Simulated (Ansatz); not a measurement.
# Sensitivity of the G0W0 gap of MoS2 (P6_3/mmc)

A base run on MoS2 (P6_3/mmc), then changed inputs.

Program: Ansatz 0.2.0. Level of theory: G0W0 on PBE, plane waves, PAW. Results are calculated unless marked as measured.

The database entry behind the starting cell differs from later determinations by our own check (about 0.3 % long), so it need not match the best structure at ambient conditions.

**1. Set-up**

The structure is hexagonal, space group P6_3/mmc (No. 194). The conventional cell has a = 3.169 Å, b = 3.169 Å, c = 12.324 Å, α = 90.00°, β = 90.00°, γ = 120.00°. Nearest to Mo lie 6 S at 2.41 Å. S has 3 Mo at 2.41 Å nearest. Farther neighbours and most contacts between anions are not listed.

The cell and positions come from the Crystallography Open Database and are kept as given unless a step says otherwise. The default PAW set here is soft_2. Its files were made with PBE.

**2. The base run: 6×6×2 mesh, 243 empty bands, screening to 100 eV**

Now the one-shot GW correction: screening in the RPA, then the self-energy of the levels asked for.

File input.yaml:

```yaml
crystal:
  lattice:
    - [3.169, 0.0, 0.0]
    - [-1.5845, 2.7444345046, 0.0]
    - [0.0, 0.0, 12.324]
  atoms:
    - { symbol: Mo, position: [0.3333333333, 0.6666666667, 0.25] }
    - { symbol: Mo, position: [0.6666666667, 0.3333333333, 0.75] }
    - { symbol: S, position: [0.3333333333, 0.6666666667, 0.623] }
    - { symbol: S, position: [0.6666666667, 0.3333333333, 0.123] }
    - { symbol: S, position: [0.3333333333, 0.6666666667, 0.877] }
    - { symbol: S, position: [0.6666666667, 0.3333333333, 0.377] }
kpoints:
  mp_grid: { grid: [6, 6, 2] }
hamiltonian:
  xc: pbe
scf:
  occupations: { method: fixed }
gw:
  n_empty_bands: 243
  ecut_chi: 100
  qp_bands: [v2, c2]
  qp_kpoints: band_edges
  screening: { model: contour_deformation }
```

Started as:

```console
ansatz run input.yaml --threads 3 --pin off --max-ram 92160MiB --backend cuda --events-out ev --progress --plain --runs-dir out --devices 1 --max-vram 13GiB
```

Numbers of over 12 decimals in the logs are rounded to 6 here.

Log:

```text
GPUs: using 1 of 1 available (devices: 1).
Engine: ansatz 0.2.0, x86_64-unknown-linux-gnu
Pseudopotentials: kind: paw
Pseudopotential: Mo, paw, valence charge 14, recommended cutoff 420 eV (normal), Mo.paw.azcp
Pseudopotential: S, paw, valence charge 6, recommended cutoff 420 eV (normal), S.paw.azcp
Functional definition: PBE
  parameter kappa = 0.804
  parameter beta = 0.066725
  exchange = pbe_x(kappa = kappa, mu = beta*pi^2/3)
  correlation = pbe_c(beta = beta)
device memory: the entry about to start is reckoned to put 1.1 GiB on a device that reports 61.1 GiB free (of which the cap on the GPU budget leaves the run 13.0 GiB)
GPU FFT provider: cuFFT
GPU libraries: cuBLAS 13.8.2, cuFFT 12.4.0, cuSOLVER 12.3.4
Crystal: 6 atoms, lattice volume = 107.183 Å³
Basis set: ecut = 420 eV, 2081 PW (Γ)
Bands: 32, of which v1, the nominal top of the filled ones, is band 26 counted from 1 (25 counted from 0)
Symmetry: 24 space group operations
Space group: P63/mmc (ITA 194), of the structure as read, at distance tolerance 4.8e-5 Å
k-points: 14 of 72
Non-local potential: Mo, projectors of the file, l = 0: 3, l = 1: 2, l = 2: 2, l = 3: 1
Non-local potential: S, projectors of the file, l = 0: 2, l = 1: 2, l = 2: 2
PAW form: soft (Blöchl's): semilocal exchange-correlation on the pseudo side does not see the compensation charge
PAW one-centre angular grid: Mo, 590 points (default); XC on 64 Gauss nodes
PAW one-centre angular grid: S, 110 points (default); XC on 64 Gauss nodes
Initial density: superposition of atomic densities (neutral atoms: chi_scale 0, normalization atom), corrected by the library's trained network
Initial wavefunctions: pseudopotential atomic-orbital guess
GPU buffer pool allocated for 51840 grid points (all kernels)
GPU transforms: local potential and band sums: pruned to the plane-wave sphere, on 24×24×90
Functional: x = pbe(κ = 0.804, μ = 0.219515), c = pbe(β = 0.066725)
SCF iter   1: F=—  HF=-13525.526697 eV  |F-HF|=—  |Δ(HF+E_count)|=         —  Δρ=5.46e-3  dr2=7.41e-3  ethr=1.77e-3  ⟨swp⟩=5.0  Hψ=1664  notcnv=0  defer=42
preconditioner: auto → Resta (q_TF=auto, 2.418 Å⁻¹)  ε∞=8.7  [insulator: Δε(μ)=0.887 eV  Ē_g=7.751 eV  n_scr=26 (ndim 8)  ℏωp=21.5 eV  f_vac=0.016  ε∞_Penn≈8.7]
SCF iter   2: F=—  HF=-13525.535933 eV  |F-HF|=—  |Δ(HF+E_count)|=   9.24e-3  Δρ=3.13e-3  dr2=2.37e-3  ethr=1.42e-5  ⟨swp⟩=2.0  Hψ=843  notcnv=0  defer=54
SCF iter   3: F=—  HF=-13525.540700 eV  |F-HF|=—  |Δ(HF+E_count)|=   4.77e-3  Δρ=4.94e-4  dr2=6.38e-4  ethr=4.55e-6  ⟨swp⟩=2.0  Hψ=698  notcnv=0  defer=54
SCF iter   4: F=—  HF=-13525.540635 eV  |F-HF|=—  |Δ(HF+E_count)|=   6.54e-5  Δρ=1.15e-4  dr2=1.09e-5  ethr=1.23e-6  ⟨swp⟩=2.1  Hψ=557  notcnv=0  defer=35
[...]
E_xc         = -757.133550
  E_vxc        = -810.200444  (∫ρ·V_xc dr)
  E_paw        = -8803.054294  (= ΣΔE_a)
  E_vpaw       = -306.678742  (= ΣTr[D̂ρ^β])
  E_aug_tail   = 0.000083  (compensation charges beyond the density's cutoff)
  E_ewald      = -3261.216446
  E_smearing   = -0.000000  (= −TS)
  E_closure    = 0.000000  (closes the sum)
  Σ components = -13525.540647   (vs F -13525.540647, Δ=0.00e0)
--- Band table (eV; the first three rows and the last of 14) ---
  k-point 0: bands = [... 22 lower, 8.7669, 9.7117, 9.7496, 10.8968, 12.9944, 12.9944, 13.0224, 13.0224, ... 2 higher]
  k-point 1: bands = [... 22 lower, 8.7436, 8.7436, 10.6302, 10.6302, 12.9998, 12.9998, 12.9998, 12.9998, ... 2 higher]
  k-point 2: bands = [... 22 lower, 8.8399, 9.7099, 9.7325, 10.1259, 12.3854, 12.7493, 12.7590, 12.9531, ... 2 higher]
  k-point 13: bands = [... 22 lower, 8.0256, 8.0256, 10.2018, 10.2018, 11.9456, 11.9456, 13.1987, 13.1987, ... 2 higher]
--- G₀W₀: contour deformation, 7 samples at zero and on the imaginary axis and 1 off it, 72 q-points, 243 empty bands' worth ---
  eigenvalues of the whole cell's RPA ε∞ on this k-mesh (on a slab, of 1 + 4πα/V) = 6.2490, 15.2562, 15.2562; static W/v taken at q = 0 is 0.068314
  bands read: the sum over 269 bands ends inside a degenerate multiplet in 7 slots, whose members it reads at an even weight; the widest, k=1: bands 269 to 270 (counted from 1) at 1/2 each
  gw.qp_kpoints: band_edges: 12 of 14 stored k-points solved, in 1 pass; an edge of the gap read off the rows below is read off those points alone
    valence top: of the k-points left out ik 7 came nearest to being solved in a further pass, in band 25 (counted from 1, as in the quasiparticle table): it holds the edge there only if its correction is more favourable than any solved in that band by at least 1.295 eV; those differ by 0.385 eV
    conduction bottom: of the k-points left out ik 5 came nearest to being solved in a further pass, in band 27 (counted from 1, as in the quasiparticle table): it holds the edge there only if its correction is more favourable than any solved in that band by at least 0.675 eV; those differ by 0.261 eV
    ik  band        ε_KS         Σx   Σc(E_QP)       V_xc       Z   E_QP_lin       E_QP  E_QP is
     0    25      9.7496   -18.6978     1.1475   -17.5874  0.7316     9.7866     9.7867  root
     0    26     10.8968   -19.7402     0.6610   -19.1818  0.7392    10.9992    10.9994  root
     0    27     12.9944   -13.7864    -4.2040   -18.5169  0.7404    13.5267    13.5209  root
     0    28     12.9944   -13.7864    -4.2040   -18.5169  0.7404    13.5267    13.5209  root
     1    25     10.6302   -19.4298     0.9234   -18.5535  0.7406    10.6773    10.6773  root
     1    26     10.6302   -19.4298     0.9234   -18.5535  0.7406    10.6773    10.6773  root
     1    27     12.9998   -13.7331    -4.1993   -18.4521  0.7402    13.5253    13.5195  root
     1    28     12.9998   -13.7331    -4.1993   -18.4521  0.7402    13.5253    13.5195  root
[...]
13    25     10.2018   -19.2682     0.5936   -18.8105  0.7397    10.3374    10.3377  root
    13    26     10.2018   -19.2682     0.5936   -18.8105  0.7397    10.3374    10.3377  root
    13    27     11.9456   -16.1207    -3.8432   -20.5422  0.7348    12.5297    12.5239  root
    13    28     11.9456   -16.1207    -3.8432   -20.5422  0.7348    12.5297    12.5239  root
[key lines of the parts left out:]
SCF converged after 7 iterations
Free energy (F): -13525.540647 eV
Fermi energy:    10.896774 eV
```

The job ended after 19 s (1 × NVIDIA H100 80GB HBM3 (shared by 6 runs) with 3 threads of AMD EPYC 7R13 (Zen 3), shared host; peak memory 1.3 GiB).

Numbers from this step:

| Property | Result |
| --- | --- |
| bands summed | 269 |
| RPA ε∞ on this mesh (eigenvalues) | 6.249, 15.26, 15.26 |
| plane waves in the screening matrix | 255 |
| q-points in the mesh | 72 |
| G0W0 gap on the mesh | 1.207 eV |
| k of the valence top | 0, 0, 0 |
| k of the conduction bottom | 0.1667, 0.1667, 0 |
| starting gap on the mesh | 0.8857 eV |
| Z at the valence top | 0.7392 |
| Z at the conduction bottom | 0.7492 |
| least direct G0W0 gap on the computed points | 2.079 eV |

The gap on the mesh goes from 0.89 eV to 1.21 eV, a correction of +0.32 eV. Between the two edge states, bare exchange in place of the xc potential would open the gap by 4.75 eV, and correlation takes back 4.43 eV.

**3. Variant: accuracy level**

Changes to input.yaml since step 2:

```diff
@@ -24 +24,2 @@
   screening: { model: contour_deformation }
+accuracy: low
```

Log:

```text
settings of this run that can trade accuracy for cost: accuracy: low. Do not mix this run's numbers with those of runs without the same settings; the input reference describes each key
GPUs: using 1 of 1 available (devices: 1).
[...]
GPU FFT provider: cuFFT
GPU libraries: cuBLAS 13.8.2, cuFFT 12.4.0, cuSOLVER 12.3.4
Crystal: 6 atoms, lattice volume = 107.183 Å³
Basis set: ecut = 420 eV, 2081 PW (Γ)
Bands: 32, of which v1, the nominal top of the filled ones, is band 26 counted from 1 (25 counted from 0)
[... 1 set-up line as in the run before ...]
[...]
k-points: 14 of 72
[...]
GPU buffer pool allocated for 51840 grid points (all kernels)
[...]
SCF iter   1: F=—  HF=-13525.526697 eV  |F-HF|=—  |Δ(HF+E_count)|=         —  Δρ=5.46e-3  dr2=7.41e-3  ethr=1.77e-3  ⟨swp⟩=5.0  Hψ=1664  notcnv=0  defer=42
[...]
SCF iter   7: F=-13525.540647 eV  HF=-13525.540647 eV  |F-HF|=7.09e-10  |Δ(HF+E_count)|=   5.96e-8  Δρ=2.23e-6  dr2=6.40e-9  ethr=1.92e-10  ⟨swp⟩=4.9  Hψ=1310  notcnv=0
SCF 1 converged in 7 iterations: F = -13525.540647 eV  dr2 = 6.40e-9
[...]
NSCF: frozen V_eff on 14 k-points, pencils in batches of 32, up to order 128
[...]
NSCF: frozen V_eff on 14 k-points
G₀W₀ screening: q 1/14
[... further progress lines ...]
SCF converged after 7 iterations
Free energy (F): -13525.540647 eV
[...]
Internal energy: -13525.540647 eV  (E = F + TS)
E sigma→0 (E₀):  -13525.540647 eV
Fermi energy:    10.896774 eV
[...]
--- Band table (eV; the first three rows and the last of 14) ---
  k-point 0: bands = [... 22 lower, 8.7669, 9.7117, 9.7496, 10.8968, 12.9944, 12.9944, 13.0224, 13.0224, ... 2 higher]
  k-point 1: bands = [... 22 lower, 8.7436, 8.7436, 10.6302, 10.6302, 12.9998, 12.9998, 12.9998, 12.9998, ... 2 higher]
  k-point 2: bands = [... 22 lower, 8.8399, 9.7099, 9.7325, 10.1259, 12.3854, 12.7493, 12.7590, 12.9531, ... 2 higher]
  k-point 13: bands = [... 22 lower, 8.0256, 8.0256, 10.2018, 10.2018, 11.9456, 11.9456, 13.1987, 13.1987, ... 2 higher]
[...]
0    25      9.7496   -18.6978     1.1476   -17.5874  0.7320     9.7868     9.7868  root
     0    26     10.8968   -19.7402     0.6609   -19.1818  0.7392    10.9991    10.9993  root
     0    27     12.9944   -13.7864    -4.2037   -18.5169  0.7405    13.5271    13.5212  root
     0    28     12.9944   -13.7864    -4.2037   -18.5169  0.7405    13.5271    13.5212  root
     1    25     10.6302   -19.4298     0.9236   -18.5535  0.7407    10.6775    10.6775  root
     1    26     10.6302   -19.4298     0.9236   -18.5535  0.7407    10.6775    10.6775  root
     1    27     12.9998   -13.7331    -4.1990   -18.4521  0.7403    13.5256    13.5198  root
     1    28     12.9998   -13.7331    -4.1990   -18.4521  0.7403    13.5256    13.5198  root
[...]
13    25     10.2018   -19.2682     0.5938   -18.8105  0.7397    10.3376    10.3379  root
    13    26     10.2018   -19.2682     0.5938   -18.8105  0.7397    10.3376    10.3379  root
    13    27     11.9456   -16.1207    -3.8435   -20.5422  0.7348    12.5295    12.5236  root
    13    28     11.9456   -16.1207    -3.8435   -20.5422  0.7348    12.5295    12.5236  root
```

It took 12 s on 1 × NVIDIA H100 80GB HBM3 (shared by 6 runs) with 3 threads; peak memory 1.3 GiB.

The G0W0 gap on the mesh is 1.207 eV.

Against the base:

```csv
setting,base,variant
accuracy,-,low
```

```csv
quantity,variant,base
starting gap on the mesh,0.886,0.886
G0W0 gap on the mesh,1.207,1.207
least direct G0W0 gap on the computed points,2.079,2.079
Z at the valence top,0.739,0.739
Z at the conduction bottom,0.749,0.749
```

**4. Variant: all filled levels at the zone centre**

Changes to input.yaml since step 3:

```diff
@@ -21,5 +21,4 @@
   ecut_chi: 100
-  qp_bands: [v2, c2]
-  qp_kpoints: band_edges
+  qp_bands: [lowest, c2]
+  qp_kpoints: [[0, 0, 0]]
   screening: { model: contour_deformation }
-accuracy: low
```

Log:

```text
GPUs: using 1 of 1 available (devices: 1).
[...]
GPU FFT provider: cuFFT
GPU libraries: cuBLAS 13.8.2, cuFFT 12.4.0, cuSOLVER 12.3.4
Crystal: 6 atoms, lattice volume = 107.183 Å³
Basis set: ecut = 420 eV, 2081 PW (Γ)
Bands: 32, of which v1, the nominal top of the filled ones, is band 26 counted from 1 (25 counted from 0)
[... 1 set-up line as in the run before ...]
[...]
k-points: 14 of 72
[...]
GPU buffer pool allocated for 51840 grid points (all kernels)
[...]
SCF iter   1: F=—  HF=-13525.526697 eV  |F-HF|=—  |Δ(HF+E_count)|=         —  Δρ=5.46e-3  dr2=7.41e-3  ethr=1.77e-3  ⟨swp⟩=5.0  Hψ=1664  notcnv=0  defer=42
[...]
SCF iter   7: F=-13525.540647 eV  HF=-13525.540647 eV  |F-HF|=7.09e-10  |Δ(HF+E_count)|=   5.96e-8  Δρ=2.23e-6  dr2=6.40e-9  ethr=1.92e-10  ⟨swp⟩=4.9  Hψ=1310  notcnv=0
SCF 1 converged in 7 iterations: F = -13525.540647 eV  dr2 = 6.40e-9
[...]
G₀W₀ screening: q 1/14
[... further progress lines ...]
SCF converged after 7 iterations
Free energy (F): -13525.540647 eV
[...]
Internal energy: -13525.540647 eV  (E = F + TS)
E sigma→0 (E₀):  -13525.540647 eV
Fermi energy:    10.896774 eV
[...]
--- Band table (eV; the first three rows and the last of 14) ---
  k-point 0: bands = [... 22 lower, 8.7669, 9.7117, 9.7496, 10.8968, 12.9944, 12.9944, 13.0224, 13.0224, ... 2 higher]
  k-point 1: bands = [... 22 lower, 8.7436, 8.7436, 10.6302, 10.6302, 12.9998, 12.9998, 12.9998, 12.9998, ... 2 higher]
  k-point 2: bands = [... 22 lower, 8.8399, 9.7099, 9.7325, 10.1259, 12.3854, 12.7493, 12.7590, 12.9531, ... 2 higher]
  k-point 13: bands = [... 22 lower, 8.0256, 8.0256, 10.2018, 10.2018, 11.9456, 11.9456, 13.1987, 13.1987, ... 2 higher]
[...]
`?` marks the rows in doubt; gw_qp.tsv's column doubts and the gw_qp event give each row's grounds
[...]
0     1    -50.6199   -47.8381    15.5175   -32.0233  0.5486   -50.9197   -50.9172  root ?
     0     2    -50.6199   -47.8381    15.5175   -32.0233  0.5486   -50.9197   -50.9172  root ?
     0     3    -24.7684   -39.2070    10.1814   -28.8073  0.6053   -24.9894   -24.9866  root
     0     4    -24.7682   -39.2076    10.1810   -28.8078  0.6048   -24.9899   -24.9870  root
     0     5    -24.5433   -39.3311     9.9262   -29.2030  0.6011   -24.7472   -24.7452  root
     0     6    -24.5433   -39.3311     9.9262   -29.2030  0.6011   -24.7472   -24.7452  root
     0     7    -24.5433   -39.3311     9.9262   -29.2030  0.6011   -24.7472   -24.7452  root
     0     8    -24.5433   -39.3311     9.9262   -29.2030  0.6011   -24.7472   -24.7452  root
     0     9     -4.0584   -24.0560     8.2766   -15.7867  0.5937    -4.0511    -4.0511  root ?
     0    10     -3.7889   -24.1982     8.1048   -16.0786  0.6107    -3.8038    -3.8038  root
     0    11     -2.8462   -24.1049     7.6669   -16.2708  0.6442    -3.0148    -3.0134  root
[...]
0    25      9.7496   -18.6978     1.1475   -17.5874  0.7316     9.7866     9.7867  root
     0    26     10.8968   -19.7402     0.6610   -19.1818  0.7392    10.9992    10.9994  root
     0    27     12.9944   -13.7864    -4.2040   -18.5169  0.7404    13.5267    13.5209  root
     0    28     12.9944   -13.7864    -4.2040   -18.5169  0.7404    13.5267    13.5209  root
```

It took 14 s on 1 × NVIDIA H100 80GB HBM3 (shared by 6 runs) with 3 threads; peak memory 1.3 GiB; 20 s of CPU time.

Absolute levels on the run's own zero. QP, by row:

```csv
k index,band,KS (eV),Sigma_x (eV),Sigma_c (eV),Vxc (eV),Z,QP linearised (eV),QP (eV),source,doubts
0,1,-50.62,-47.84,15.52,-32.02,0.5486,-50.92,-50.92,root,z_under_floor
0,2,-50.62,-47.84,15.52,-32.02,0.5486,-50.92,-50.92,root,z_under_floor
0,3,-24.77,-39.21,10.18,-28.81,0.6053,-24.99,-24.99,root,
0,4,-24.77,-39.21,10.18,-28.81,0.6048,-24.99,-24.99,root,
0,5,-24.54,-39.33,9.926,-29.2,0.6011,-24.75,-24.75,root,
0,6,-24.54,-39.33,9.926,-29.2,0.6011,-24.75,-24.75,root,
0,7,-24.54,-39.33,9.926,-29.2,0.6011,-24.75,-24.75,root,
0,8,-24.54,-39.33,9.926,-29.2,0.6011,-24.75,-24.75,root,
0,9,-4.058,-24.06,8.277,-15.79,0.5937,-4.051,-4.051,root,z_under_floor
0,10,-3.789,-24.2,8.105,-16.08,0.6107,-3.804,-3.804,root,
0,11,-2.846,-24.1,7.667,-16.27,0.6442,-3.015,-3.013,root,
0,12,-2.404,-24.45,7.439,-16.86,0.6631,-2.562,-2.561,root,
0,13,4.038,-18.8,4.684,-13.94,0.6538,3.871,3.87,root,
0,14,5.072,-19.4,4.059,-15.22,0.7091,4.946,4.946,root,
0,15,7.41,-17.45,3.133,-13.95,0.6997,7.038,7.042,root,
0,16,7.626,-20.45,2.583,-17.88,0.6979,7.644,7.644,root,
0,17,7.626,-20.45,2.583,-17.88,0.6979,7.644,7.644,root,
0,18,7.639,-20.45,2.564,-17.91,0.6982,7.66,7.66,root,
0,19,7.639,-20.45,2.564,-17.91,0.6982,7.66,7.66,root,
0,20,8.72,-20.24,1.695,-18.56,0.7365,8.74,8.74,root,
0,21,8.72,-20.24,1.695,-18.56,0.7365,8.74,8.74,root,
0,22,8.767,-20.29,1.65,-18.67,0.7373,8.798,8.798,root,
0,23,8.767,-20.29,1.65,-18.67,0.7373,8.798,8.798,root,
0,24,9.712,-18.55,2.147,-16.14,0.7465,9.446,9.447,root,
0,25,9.75,-18.7,1.147,-17.59,0.7316,9.787,9.787,root,
0,26,10.9,-19.74,0.661,-19.18,0.7392,11,11,root,
0,27,12.99,-13.79,-4.204,-18.52,0.7404,13.53,13.52,root,
0,28,12.99,-13.79,-4.204,-18.52,0.7404,13.53,13.52,root,
```

Against the base:

```csv
setting,base,variant
levels asked,v2 to c2,lowest to c2
points asked,band edges,"[[0, 0, 0]]"
```

**5. Summary of results**

```yaml
base: 1.21 eV, 19 s
accuracy_level: 1.21 eV, 12 s
all_filled_levels_at_the_zone_centre: direct gap at the listed points 2.52 eV, 14 s
```

In words: Accuracy level: the gap moves by +0.00 eV. All filled levels at the zone centre: only the listed points were computed; the least direct gap there is 2.52 eV, with levels asked and points asked changed against the base. All runs here use a coarse mesh and modest cutoffs; they test settings and are not final values. The 6×6×2 mesh is coarse for this cell (its supercell is 19 Å along the shortest edge). The RPA ε∞ on it, from the PBE start, is 6.25 and 15.26; such meshes misread the long-range screening, most where the gap is narrow. The many-body steps are scalar-relativistic: spin-orbit coupling is not in them.

[Paths, hosts, dates, memory and timing lines, banners, echoed tables and standing remarks are left out of the program output.]

[Logs are printed without paths, hosts, clocks, repeated set-up lines and the standing remarks that a program may print on its own settings, such as how far it seeks lower states.]

[Runs of the session that timed out or met a known fault of the program may be left out.]

[Cells called generated may have been cut or substituted from an entry of the Crystallography Open Database or the Materials Project.]

[Hosts, paths, dates, database ids (printed as entryN), source tags and the programs' standing remarks are cut or masked in the printed files.]
